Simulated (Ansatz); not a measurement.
# TaBe2BiO6: complex band structure, part 3 of 3

A new crystal, TaBe2BiO6: structure, gap and complex bands. It is built by putting Be for Ba in the Ba2TaBiO6 structure of space group C2/m, with the volume rescaled by atomic radii. The parent structure comes from the Materials Project.

Ansatz 0.2.0; r2SCAN DFT, plane waves, PAW files (the session's first sound run).

So far, gap on path (eV): step 3 (band edges) 1.78.

The structure was built from a prototype and need not be the compound's stable phase.

### 6. Decaying states in the gap, plane (001)

Level of this step: r2SCAN DFT, plane waves, PAW files; complex bands by layer matching along the plane's normal (Ansatz).

The same for the (001) plane, at (0, 0), (-0.5, -0.5) and (0.2969, 0.2969), to see how the decay depends on direction.

input.yaml

```yaml
crystal:
  lattice:
    - [6.050566835, 0.0, 0.0]
    - [3.529157926, 4.914712947, 0.0]
    - [2.352074117, -1.897448047, 4.032192092]
  atoms:
    - { symbol: Be, position: [0.0074830211, 0.1770377887, 0.1695547676] }
    - { symbol: Be, position: [0.9925169789, 0.8229622113, 0.8304452324] }
    - { symbol: Ta, position: [0.5, 0.5, 0.0] }
    - { symbol: Bi, position: [0.5, 0.0, 0.5] }
    - { symbol: O, position: [0.6095704448, 0.1277926049, 0.0514799486] }
    - { symbol: O, position: [0.3904295552, 0.8722073951, 0.9485200514] }
    - { symbol: O, position: [0.0763126563, 0.6610503934, 0.0514799486] }
    - { symbol: O, position: [0.7516633701, 0.2815885436, 0.5299251735] }
    - { symbol: O, position: [0.9236873437, 0.3389496066, 0.9485200514] }
    - { symbol: O, position: [0.2483366299, 0.7184114564, 0.4700748265] }
kpoints:
  mp_grid: { grid: [6, 6, 6] }
scf:
  occupations: { method: fixed }
hamiltonian:
  xc: r2scan
output:
  eigenvalues: true
  transmission:
    leads: [[0, 0]]
    kpoints: [[0.0, 0.0], [-0.5, -0.5], [0.2969, 0.2969]]
    e_range: [-1.0, 2.78]
    de: 0.09
```

On the command line:

```console
> ansatz run input.yaml --threads 2 --pin off --max-ram 4096MiB --backend cpu --events-out ev --progress --plain --runs-dir out
```

Numbers of over 12 decimals in the logs are rounded to 6 here.

The log of the run:

```text
[...]
Crystal: 10 atoms, lattice volume = 119.904 Å³
Basis set: ecut = 500 eV, 3043 PW (Γ), exchange–correlation on 180×180×160 points (64 copies of the dense FFT grid, shifted against one another)
Bands: 44, of which v1, the nominal top of the filled ones, is band 34 counted from 1 (33 counted from 0)
Symmetry: 4 space group operations
[...]
k-points: 68 of 216
[...]
SCF iter   1: F=—  HF=-25960.897288 eV  |F-HF|=—  |Δ(HF+E_count)|=         —  Δρ=1.08e-2  dr2=1.68e-1  dr2_τ=5.97e-1  ethr=1.77e-3  ⟨swp⟩=5.0  Hψ=10761  notcnv=0  defer=536
[...]
SCF iter   8: F=-25961.167284 eV  HF=-25961.167284 eV  |F-HF|=5.86e-10  |Δ(HF+E_count)|=   2.59e-8  Δρ=2.37e-6  dr2=7.97e-9  dr2_τ=1.36e-9  ethr=1.47e-10  ⟨swp⟩=10.6  Hψ=12964  notcnv=0
SCF 1 converged in 8 iterations: F = -25961.167284 eV  dr2 = 7.97e-9
[...]
transmission: 8 of 24 steps passed
transmission: 16 of 24 steps passed
transmission: 24 of 24 steps passed
SCF converged after 8 iterations
Free energy (F): -25961.167284 eV
[...]
Internal energy: -25961.167284 eV  (E = F + TS)
E sigma→0 (E₀):  -25961.167284 eV
Fermi energy:    7.438802 eV
[...]
--- Band table (eV; the first three rows and the last of 68) ---
  k-point 0: bands = [... 30 lower, 6.4249, 6.5250, 6.6649, 7.4375, 10.2617, 11.5879, 12.0790, 12.4635, ... 6 higher]
  k-point 1: bands = [... 30 lower, 6.4106, 6.4580, 6.8451, 7.2355, 10.2638, 11.5992, 11.9009, 12.2887, ... 6 higher]
  k-point 2: bands = [... 30 lower, 6.2577, 6.3958, 6.8936, 6.9726, 10.3399, 11.2546, 11.5348, 11.7667, ... 6 higher]
  k-point 67: bands = [... 30 lower, 5.8306, 6.2846, 6.9561, 7.2267, 10.7633, 11.5532, 11.6316, 12.0367, ... 6 higher]
--- Transmission ---
  basis      : 309 plane waves across, 8 finite elements along
  points     : 3, as listed
[...]
crystal 0  : O6Be2Ta1Bi1, at the sites [0, 0], period 4.0322 Å: whole cells are its period
[...]
channels       : 0.000000e0 a spin
[...]
slowest decay  : 0.2898 /Å at (-0.5000, -0.5000)
```

Run time: 1.8 min. Hardware: 2 threads of Arm Neoverse V2, shared host; peak memory 1.2 GiB; 3.1 min of CPU time.

Numbers from this step:

| Item | Value |
| --- | --- |
| decay constant at the filling level, zone centre | 0.3611 Å⁻¹ |
| decay constant at the filling level, slowest listed point | 0.2898 Å⁻¹ |

K parallel (0, 0); values up to 1.5 1/Å, a degenerate pair printed once or twice; energies at which all values exceed this have no row. The Im kz of the slowest decaying states by energy, zero at the highest filled level on the SCF mesh:

| energy (eV) | decay 1 (Å⁻¹) | decay 2 (Å⁻¹) | decay 3 (Å⁻¹) | decay 4 (Å⁻¹) |
| --- | --- | --- | --- | --- |
| -1.00 | 0.0573 | 0.233 | 0.239 | 0.248 |
| -0.73 | 0.106 | 0.130 | 0.186 | 0.293 |
| -0.46 | 0.0486 | 0.263 | 0.316 | 0.319 |
| -0.19 | 0.306 | 0.335 | 0.337 | 0.342 |
| -0.01 | 0.344 | 0.347 | 0.370 | 0.383 |
| 0.08 | 0.151 | 0.348 | 0.363 | 0.383 |
| 0.35 | 0.299 | 0.356 | 0.404 | 0.404 |
| 0.62 | 0.361 | 0.402 | 0.405 | 0.437 |
| 0.89 | 0.361 | 0.405 | 0.435 | 0.464 |
| 1.16 | 0.358 | 0.403 | 0.459 | 0.487 |
| 1.43 | 0.351 | 0.399 | 0.476 | 0.499 |
| 1.70 | 0.340 | 0.392 | 0.488 | 0.501 |
| 1.97 | 0.324 | 0.381 | 0.496 | 0.499 |
| 2.24 | 0.303 | 0.365 | 0.488 | 0.500 |
| 2.51 | 0.275 | 0.342 | 0.416 | 0.500 |
| 2.78 | 0.233 | 0.237 | 0.307 | 0.497 |

K parallel (-0.5, -0.5); values up to 1.5 1/Å, a degenerate pair printed once or twice; energies at which all values exceed this have no row. The Im kz of the slowest decaying states by energy, zero at the highest filled level on the SCF mesh:

| energy (eV) | decay 1 (Å⁻¹) | decay 2 (Å⁻¹) | decay 3 (Å⁻¹) | decay 4 (Å⁻¹) |
| --- | --- | --- | --- | --- |
| -1.00 | 0.0801 | 0.233 | 0.336 | 0.471 |
| -0.82 | 0.304 | 0.382 | 0.478 | 0.586 |
| -0.73 | 0.332 | 0.402 | 0.480 | 0.592 |
| -0.55 | 0.392 | 0.438 | 0.484 | 0.603 |
| -0.37 | 0.137 | 0.143 | 0.222 | 0.470 |
| -0.28 | 0.174 | 0.189 | 0.227 | 0.479 |
| -0.10 | 0.224 | 0.253 | 0.307 | 0.486 |
| -0.01 | 0.242 | 0.278 | 0.333 | 0.485 |
| 0.08 | 0.161 | 0.257 | 0.300 | 0.348 |
| 0.17 | 0.224 | 0.269 | 0.320 | 0.357 |
| 0.35 | 0.287 | 0.304 | 0.355 | 0.370 |
| 0.53 | 0.296 | 0.359 | 0.378 | 0.385 |
| 0.62 | 0.298 | 0.381 | 0.381 | 0.399 |
| 0.80 | 0.295 | 0.385 | 0.418 | 0.424 |
| 0.98 | 0.283 | 0.387 | 0.446 | 0.448 |
| 1.16 | 0.262 | 0.388 | 0.466 | 0.473 |
| 1.25 | 0.248 | 0.387 | 0.475 | 0.484 |
| 1.43 | 0.210 | 0.385 | 0.493 | 0.503 |
| 1.61 | 0.152 | 0.382 | 0.510 | 0.511 |
| 1.70 | 0.106 | 0.380 | 0.514 | 0.519 |
| 1.88 | 0.373 | 0.519 | 0.537 | 0.538 |
| 2.06 | 0.366 | 0.523 | 0.547 | 0.571 |
| 2.15 | 0.361 | 0.524 | 0.551 | 0.569 |
| 2.33 | 0.350 | 0.526 | 0.558 | 0.562 |
| 2.51 | 0.336 | 0.526 | 0.552 | 0.563 |
| 2.60 | 0.328 | 0.526 | 0.546 | 0.566 |
| 2.78 | 0.309 | 0.523 | 0.533 | 0.569 |

K parallel (-0.5, -0.5). The Re kz of states that move upwards by energy, zero at the highest filled level on the SCF mesh:

| energy (eV) | channel 1 (Å⁻¹) | channel 2 (Å⁻¹) | channel 3 (Å⁻¹) |
| --- | --- | --- | --- |
| -1.00 | -0.354 | - | - |
| -0.91 | -0.296 | -0.158 | 0.611 |
| -0.73 | -0.206 | -0.0340 | 0.727 |
| -0.64 | -0.161 | 0.0193 | 0.779 |
| -0.46 | -0.0258 | - | - |
| -0.37 | - | - | - |
| -0.19 | -0.279 | - | - |
| -0.10 | -0.0322 | - | - |
| -0.01 | 0.122 | - | - |
| 0.08 | - | - | - |
| 0.17 | - | - | - |
| 0.26 | - | - | - |
| 0.44 | - | - | - |
| 0.53 | - | - | - |
| 0.71 | - | - | - |
| 0.80 | - | - | - |
| 0.98 | - | - | - |
| 1.07 | - | - | - |
| 1.25 | - | - | - |
| 1.34 | - | - | - |
| 1.52 | - | - | - |
| 1.61 | - | - | - |
| 1.70 | - | - | - |
| 1.88 | 0.300 | - | - |
| 1.97 | 0.349 | - | - |
| 2.15 | 0.425 | - | - |
| 2.24 | 0.458 | - | - |
| 2.42 | 0.520 | - | - |
| 2.51 | 0.550 | - | - |
| 2.69 | 0.610 | - | - |
| 2.78 | 0.641 | - | - |

K parallel (0.2969, 0.2969); values up to 1.5 1/Å, a degenerate pair printed once or twice; energies at which all values exceed this have no row. Im kz of the slowest decaying states against energy, zero at the highest filled level on the SCF mesh:

| energy (eV) | decay 1 (Å⁻¹) | decay 2 (Å⁻¹) | decay 3 (Å⁻¹) | decay 4 (Å⁻¹) |
| --- | --- | --- | --- | --- |
| -1.00 | 0.0911 | 0.137 | 0.233 | 0.252 |
| -0.82 | 0.305 | 0.306 | 0.355 | 0.361 |
| -0.73 | 0.322 | 0.332 | 0.373 | 0.433 |
| -0.55 | 0.371 | 0.377 | 0.398 | 0.429 |
| -0.37 | 0.133 | 0.162 | 0.169 | 0.189 |
| -0.28 | 0.180 | 0.205 | 0.248 | 0.314 |
| -0.10 | 0.242 | 0.268 | 0.327 | 0.339 |
| -0.01 | 0.265 | 0.293 | 0.346 | 0.348 |
| 0.08 | 0.154 | 0.286 | 0.315 | 0.352 |
| 0.17 | 0.219 | 0.304 | 0.336 | 0.356 |
| 0.35 | 0.301 | 0.335 | 0.364 | 0.373 |
| 0.53 | 0.358 | 0.363 | 0.369 | 0.397 |
| 0.62 | 0.370 | 0.376 | 0.381 | 0.401 |
| 0.80 | 0.372 | 0.399 | 0.407 | 0.419 |
| 0.98 | 0.373 | 0.404 | 0.411 | 0.449 |
| 1.16 | 0.371 | 0.388 | 0.415 | 0.473 |
| 1.25 | 0.370 | 0.377 | 0.416 | 0.480 |
| 1.43 | 0.347 | 0.367 | 0.417 | 0.483 |
| 1.61 | 0.308 | 0.361 | 0.418 | 0.483 |
| 1.70 | 0.283 | 0.358 | 0.417 | 0.482 |
| 1.88 | 0.220 | 0.350 | 0.415 | 0.480 |
| 2.06 | 0.108 | 0.339 | 0.411 | 0.475 |
| 2.15 | 0.333 | 0.408 | 0.472 | 0.516 |
| 2.33 | 0.320 | 0.402 | 0.465 | 0.519 |
| 2.51 | 0.303 | 0.394 | 0.456 | 0.521 |
| 2.60 | 0.293 | 0.389 | 0.450 | 0.522 |
| 2.78 | 0.269 | 0.377 | 0.437 | 0.524 |

At the listed wavevectors the last open channel is at -0.01 eV and the next at +1.79 eV on the grid. At +0.89 eV, the grid energy nearest the filling level (the middle of the gap on the SCF mesh), the slowest state at the listed wavevectors decays with κ = 0.290 Å⁻¹, its amplitude falling by e over 3.5 Å; the first such run, plane (100), gave 0.261 Å⁻¹.

### 7. Band edges at another level, cutoff 420 eV

This step: PBEsol DFT, plane waves, PAW files (Ansatz 0.2.0).

The edges again with PBEsol, at the same atoms. Against that run the cutoff is 420 eV against 500.

input.yaml

```yaml
crystal:
  lattice:
    - [5.3744407959, -2.7618791716, -0.3110765069]
    - [5.3744407959, 2.7618791716, -0.3110765069]
    - [-3.9168787782, 0.0, 4.2656524913]
  atoms:
    - { symbol: Be, position: [0.1770377887, 0.1770377887, 0.1695547676] }
    - { symbol: Be, position: [0.8229622113, 0.8229622113, 0.8304452324] }
    - { symbol: Ta, position: [0.5, 0.5, 0.0] }
    - { symbol: Bi, position: [0.0, 0.0, 0.5] }
    - { symbol: O, position: [0.6610503934, 0.1277926049, 0.0514799486] }
    - { symbol: O, position: [0.3389496066, 0.8722073951, 0.9485200514] }
    - { symbol: O, position: [0.1277926049, 0.6610503934, 0.0514799486] }
    - { symbol: O, position: [0.2815885436, 0.2815885436, 0.5299251735] }
    - { symbol: O, position: [0.8722073951, 0.3389496066, 0.9485200514] }
    - { symbol: O, position: [0.7184114564, 0.7184114564, 0.4700748265] }
kpoints:
  mp_grid: { grid: [6, 6, 6] }
  band_path: { path: [VBM, CBM], npoints: 30 }
scf:
  occupations: { method: fixed }
hamiltonian:
  xc: pbesol
output:
  eigenvalues: true
```

The log of the run:

```text
[...]
Crystal: 10 atoms, lattice volume = 119.904 Å³
Basis set: ecut = 420 eV, 2347 PW (Γ)
Bands: 44, of which v1, the nominal top of the filled ones, is band 34 counted from 1 (33 counted from 0)
Symmetry: 4 space group operations
[...]
k-points: 68 of 216
[...]
SCF iter   1: F=—  HF=-25600.790952 eV  |F-HF|=—  |Δ(HF+E_count)|=         —  Δρ=1.56e-2  dr2=2.40e-1  ethr=1.77e-3  ⟨swp⟩=4.9  Hψ=11100  notcnv=0  defer=539
[...]
SCF iter   7: F=-25600.732467 eV  HF=-25600.732467 eV  |F-HF|=1.88e-8  |Δ(HF+E_count)|=   5.42e-7  Δρ=8.25e-6  dr2=8.85e-8  ethr=1.47e-10  ⟨swp⟩=9.5  Hψ=14299  notcnv=0
SCF 1 converged in 7 iterations: F = -25600.732467 eV  dr2 = 8.85e-8
[...]
SCF converged after 7 iterations
Free energy (F): -25600.732467 eV
[...]
Internal energy: -25600.732467 eV  (E = F + TS)
E sigma→0 (E₀):  -25600.732467 eV
Fermi energy:    7.664462 eV
[...]
--- Band table (eV; the first three rows and the last of 68) ---
  k-point 0: bands = [... 30 lower, 6.6704, 6.6908, 6.9021, 7.6633, 10.0538, 11.2861, 11.8239, 12.1847, ... 6 higher]
  k-point 1: bands = [... 30 lower, 6.6536, 6.7001, 7.0175, 7.4527, 10.0433, 11.3001, 11.6543, 12.0097, ... 6 higher]
  k-point 2: bands = [... 30 lower, 6.5133, 6.6393, 7.1045, 7.1405, 10.1023, 11.0090, 11.2139, 11.4717, ... 6 higher]
  k-point 67: bands = [... 30 lower, 6.3395, 7.1183, 7.2698, 7.6636, 8.9773, 11.0478, 11.6273, 12.1000, ... 6 higher]
```

It took 20 s on 2 threads; peak memory 0.56 GiB.

Numbers from this step:

```yaml
free_energy: -25600.7325 eV
fermi_energy: 7.664 eV
gap_on_the_k_mesh: 1.313 eV
gap_on_path: 1.313 eV, by band count; negative where bands overlap
direct_gap_on_path: 1.314 eV
```

The electronic bands at the labelled points (eV, zero at the Fermi level (highest filled level under fixed occupations); v1 is the highest filled band, c1 the lowest empty one):

| point | v4 | v3 | v2 | v1 | c1 | c2 | c3 | c4 |
| --- | --- | --- | --- | --- | --- | --- | --- | --- |
| VBM | -1.18 | -0.66 | -0.55 | 0.00 | 1.66 | 3.58 | 3.88 | 4.53 |
| halfway | -1.55 | -1.17 | -0.53 | -0.24 | 2.88 | 3.53 | 3.64 | 4.06 |
| CBM | -1.32 | -0.55 | -0.39 | 0.00 | 1.31 | 3.38 | 3.96 | 4.44 |

The searched edges give 1.31 eV, as on the mesh.

For the gap on path, step 3 gave 1.78 eV; this run, with PBEsol and cutoff 420 eV, gives 1.31 eV.

### 8. Complex bands at another level, cutoff 420 eV

This step: PBEsol DFT, plane waves, PAW files; complex bands by layer matching along the plane's normal (Ansatz 0.2.0).

The complex bands at that level, over its own gap, at (0, 0) and (-0.5, 0).

input.yaml

```yaml
crystal:
  lattice:
    - [5.791176956, 0.0, 0.0]
    - [0.0, 5.523758343, 0.0]
    - [-3.864150162, 2.761879172, 3.748296411]
  atoms:
    - { symbol: Be, position: [0.1695547676, 0.8229622113, 0.3540755774] }
    - { symbol: Be, position: [0.8304452324, 0.1770377887, 0.6459244226] }
    - { symbol: Ta, position: [0.0, 0.5, 0.0] }
    - { symbol: Bi, position: [0.5, 0.0, 0.0] }
    - { symbol: O, position: [0.0514799486, 0.8722073951, 0.7888429983] }
    - { symbol: O, position: [0.9485200514, 0.1277926049, 0.2111570017] }
    - { symbol: O, position: [0.0514799486, 0.3389496066, 0.7888429983] }
    - { symbol: O, position: [0.5299251735, 0.7184114564, 0.5631770872] }
    - { symbol: O, position: [0.9485200514, 0.6610503934, 0.2111570017] }
    - { symbol: O, position: [0.4700748265, 0.2815885436, 0.4368229128] }
kpoints:
  mp_grid: { grid: [6, 6, 6] }
scf:
  occupations: { method: fixed }
hamiltonian:
  xc: pbesol
output:
  eigenvalues: true
  transmission:
    leads: [[0, 0]]
    kpoints: [[0.0, 0.0], [-0.5, 0.0]]
    e_range: [-1.0, 2.31]
    de: 0.06
```

The log of the run:

```text
[...]
Crystal: 10 atoms, lattice volume = 119.904 Å³
Basis set: ecut = 420 eV, 2347 PW (Γ)
Bands: 44, of which v1, the nominal top of the filled ones, is band 34 counted from 1 (33 counted from 0)
Symmetry: 4 space group operations
[...]
k-points: 68 of 216
[...]
SCF iter   1: F=—  HF=-25600.791199 eV  |F-HF|=—  |Δ(HF+E_count)|=         —  Δρ=1.56e-2  dr2=2.40e-1  ethr=1.77e-3  ⟨swp⟩=4.9  Hψ=11136  notcnv=0  defer=539
[...]
SCF iter   7: F=-25600.732452 eV  HF=-25600.732452 eV  |F-HF|=1.74e-8  |Δ(HF+E_count)|=   5.36e-7  Δρ=8.30e-6  dr2=8.97e-8  ethr=1.47e-10  ⟨swp⟩=9.3  Hψ=14295  notcnv=0
SCF 1 converged in 7 iterations: F = -25600.732452 eV  dr2 = 8.97e-8
[...]
transmission: 6 of 12 steps passed
transmission: 12 of 12 steps passed
SCF converged after 7 iterations
Free energy (F): -25600.732452 eV
[...]
Internal energy: -25600.732452 eV  (E = F + TS)
E sigma→0 (E₀):  -25600.732452 eV
Fermi energy:    7.664464 eV
[...]
--- Band table (eV; the first three rows and the last of 68) ---
  k-point 0: bands = [... 30 lower, 6.6704, 6.6908, 6.9021, 7.6633, 10.0538, 11.2861, 11.8239, 12.1847, ... 6 higher]
  k-point 1: bands = [... 30 lower, 6.2939, 6.8609, 6.9689, 7.4515, 9.8731, 11.4013, 11.4585, 12.1643, ... 6 higher]
  k-point 2: bands = [... 30 lower, 6.2053, 6.7279, 6.9761, 7.3884, 10.1956, 11.3028, 11.3648, 11.8609, ... 6 higher]
  k-point 67: bands = [... 30 lower, 6.3536, 6.5599, 6.7162, 7.3589, 9.9490, 11.1587, 11.8695, 12.1235, ... 6 higher]
--- Transmission ---
  basis      : 285 plane waves across, 6 finite elements along
  points     : 2, as listed
[...]
channels       : 0.000000e0 a spin
[...]
slowest decay  : 0.2239 /Å at (-0.5000, 0.0000)
```

Wall time 60 s (2 threads); peak memory 0.86 GiB.

Numbers from this step:

```
level to which the leads are filled                       : 0.6564 eV from the Fermi level
decay constant at the filling level, zone centre          : 0.3851 Å⁻¹
decay constant at the filling level, slowest listed point : 0.2239 Å⁻¹
```

K parallel (0, 0); values up to 1.5 1/Å, a degenerate pair printed once or twice; energies at which all values exceed this have no row. Table of Im kz of the slowest decaying states by energy, zero at the highest filled level on the SCF mesh:

| energy (eV) | decay 1 (Å⁻¹) | decay 2 (Å⁻¹) | decay 3 (Å⁻¹) | decay 4 (Å⁻¹) |
| --- | --- | --- | --- | --- |
| -1.000 | 0.173 | 0.251 | 0.375 | 0.618 |
| -0.820 | 0.124 | 0.247 | 0.364 | 0.641 |
| -0.580 | 0.128 | 0.294 | 0.380 | 0.494 |
| -0.400 | 0.121 | 0.199 | 0.349 | 0.409 |
| -0.220 | 0.309 | 0.380 | 0.440 | 0.637 |
| 0.020 | 0.0826 | 0.395 | 0.399 | 0.441 |
| 0.200 | 0.243 | 0.403 | 0.437 | 0.513 |
| 0.380 | 0.329 | 0.400 | 0.468 | 0.540 |
| 0.620 | 0.389 | 0.416 | 0.498 | 0.574 |
| 0.800 | 0.377 | 0.472 | 0.516 | 0.595 |
| 0.980 | 0.362 | 0.525 | 0.532 | 0.613 |
| 1.220 | 0.337 | 0.570 | 0.591 | 0.633 |
| 1.400 | 0.315 | 0.564 | 0.636 | 0.643 |
| 1.580 | 0.287 | 0.557 | 0.640 | 0.650 |
| 1.820 | 0.238 | 0.543 | 0.605 | 0.654 |
| 2.000 | 0.183 | 0.531 | 0.579 | 0.652 |
| 2.180 | 0.0700 | 0.517 | 0.553 | 0.647 |

K parallel (-0.5, 0); values up to 1.5 1/Å, a degenerate pair printed once or twice; energies at which all values exceed this have no row. Im kz of the slowest decaying states against energy, zero at the highest filled level on the SCF mesh:

| energy (eV) | decay 1 (Å⁻¹) | decay 2 (Å⁻¹) | decay 3 (Å⁻¹) | decay 4 (Å⁻¹) |
| --- | --- | --- | --- | --- |
| -1.000 | 0.151 | 0.178 | 0.273 | 0.349 |
| -0.820 | 0.144 | 0.217 | 0.305 | 0.321 |
| -0.580 | 0.167 | 0.280 | 0.285 | 0.538 |
| -0.400 | 0.229 | 0.292 | 0.357 | 0.374 |
| -0.220 | 0.225 | 0.261 | 0.315 | 0.403 |
| 0.020 | 0.0974 | 0.268 | 0.338 | 0.370 |
| 0.200 | 0.263 | 0.267 | 0.351 | 0.475 |
| 0.380 | 0.253 | 0.339 | 0.362 | 0.496 |
| 0.620 | 0.231 | 0.371 | 0.402 | 0.511 |
| 0.800 | 0.207 | 0.376 | 0.439 | 0.518 |
| 0.980 | 0.174 | 0.378 | 0.471 | 0.522 |
| 1.220 | 0.0968 | 0.378 | 0.509 | 0.524 |
| 1.400 | 0.375 | 0.521 | 0.535 | 0.569 |
| 1.580 | 0.370 | 0.516 | 0.546 | 0.559 |
| 1.820 | 0.358 | 0.504 | 0.511 | 0.591 |
| 2.000 | 0.343 | 0.479 | 0.491 | 0.614 |
| 2.180 | 0.322 | 0.442 | 0.474 | 0.637 |

K parallel (-0.5, 0). Re kz of states that move upwards against energy, zero at the highest filled level on the SCF mesh:

| energy (eV) | channel 1 (Å⁻¹) | channel 2 (Å⁻¹) | channel 3 (Å⁻¹) |
| --- | --- | --- | --- |
| -1.00 | -0.180 | - | - |
| -0.88 | -0.114 | - | - |
| -0.76 | -0.0520 | - | - |
| -0.64 | -0.432 | 0.0131 | - |
| -0.52 | -0.322 | 0.0914 | - |
| -0.46 | -0.273 | 0.144 | - |
| -0.34 | -0.175 | - | - |
| -0.22 | -0.0692 | - | - |
| -0.10 | 0.0582 | - | - |
| 0.02 | - | - | - |
| 0.14 | - | - | - |
| 0.26 | - | - | - |
| 0.38 | - | - | - |
| 0.50 | - | - | - |
| 0.62 | - | - | - |
| 0.68 | - | - | - |
| 0.80 | - | - | - |
| 0.92 | - | - | - |
| 1.04 | - | - | - |
| 1.16 | - | - | - |
| 1.28 | - | - | - |
| 1.40 | 0.377 | - | - |
| 1.52 | 0.435 | - | - |
| 1.64 | 0.481 | - | - |
| 1.76 | 0.523 | - | - |
| 1.82 | 0.544 | - | - |
| 1.94 | 0.586 | - | - |
| 2.06 | 0.629 | - | - |
| 2.18 | 0.678 | - | - |
| 2.30 | 0.736 | - | - |

At the listed wavevectors the last open channel is at -0.04 eV and the next at +1.34 eV on the grid. At +0.68 eV, the grid energy nearest the filling level (the middle of the gap on the SCF mesh), the slowest state at the listed wavevectors decays with κ = 0.224 Å⁻¹, its amplitude falling by e over 4.5 Å; the first such run, plane (100), gave 0.261 Å⁻¹ over as many of its listed wavevectors.

### 9. Summary of results

| Item | Value |
| --- | --- |
| band gap | 1.78 eV |
| least decay constant at mid-gap, normal to (100) | 0.261 Å⁻¹ |
| least decay constant at mid-gap, normal to (001) | 0.290 Å⁻¹ |
| least decay constant on a mesh, normal to (100) | 0.264 Å⁻¹ |
| least decay constant, PBEsol | 0.224 Å⁻¹ |

What this shows: With r2SCAN, the slowest decay at the wavevectors tried is κ = 0.261 Å⁻¹, normal to (100). Through such a film the transmission near mid-gap falls as exp(−2κd), a factor of ten every 4.4 Å. The directions tried decay at nearly the same rate. A free electron under a barrier of half the gap would need a mass of 0.29 mₑ to decay at this rate. The slowest decay isn't at the zone centre. With PBEsol the gap goes from 1.78 to 1.31 eV and the decay constant, over the first 2 listed wavevectors, from 0.261 to 0.224 Å⁻¹. The compound is made up by substitution; its stability against other phases and against distortions of the cell's symmetry was not tested. r2SCAN still narrows gaps, if less than LDA and GGA do, while spin-orbit coupling, left out here, narrows them in compounds of heavy elements, so the error in κ can go either way.

[Logs are printed without paths, hosts, clocks, repeated set-up lines and the standing remarks that a program may print on its own settings, such as how far it seeks lower states.]

[Hosts, paths, dates, database ids (printed as entryN), source tags and the programs' standing remarks are cut or masked in the printed files.]
